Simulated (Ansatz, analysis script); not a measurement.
Computed results, one entry a study.

```xyz
4
Lattice="3.976 0.000 0.000 -1.988 3.443 0.000 0.000 0.000 6.432" Properties=species:S:1:pos:R:3 pbc="T T T" subject="MnS (Rambergite): E(q) by the generalised Bloch theorem" method="PBEsol, PAW set soft_1 (files made for PBE); spin spirals by the generalised Bloch theorem, no spin–orbit coupling (and 2 further levels or steps)" program="Ansatz 0.2.0 and analysis script 1" settings_of_one_run="cutoff 420 eV, 12×12×4 k-mesh, Fermi-Dirac occupations, smearing width 0.05 eV, cone angle 90 °, directions locked on, wavevectors 10, starting moments 4.03 -4.03 0 0 μB" cost="12 runs, 40 min in all on 1 thread of Intel Xeon Platinum 8488C (Sapphire Rapids), shared host (the runs of this entry)" notes="The database entry behind the starting cell differs from later determinations by our own check (about 0.3 % short against later determinations). The program’s warnings: symmetry auto disabled. No spin model is given, since this treatment keeps to cells with one magnetic atom. States with other phases between the sublattices can lie lower than any point of this path. Without a U, semilocal functionals delocalise the d or f electrons of such compounds, which shrinks moments, overestimates superexchange, narrows or closes the gap and can change the order. In doubt: the program’s search for lower states was switched off, so a lower magnetic state than those reached may exist." lowest_point_of_the_path="q = (0.333, 0.333, 0), -90.6 meV a magnetic atom from q = 0" highest_point="74.6 meV a magnetic atom"
Mn    0.000    2.296    0.000
Mn    1.988    1.148    3.216
S     0.000    2.296    2.476
S     1.988    1.148    5.692
```

[Logs and program files are shortened in this print: banners, set-up blocks, solver, clock and traceback lines can be left out without a mark of their own.]

[Logs are printed without paths, hosts, clocks, repeated set-up lines and the standing remarks that a program may print on its own settings, such as how far it seeks lower states.]

[Hosts, paths, dates, database ids (printed as entryN), source tags and the programs' standing remarks are cut or masked in the printed files.]
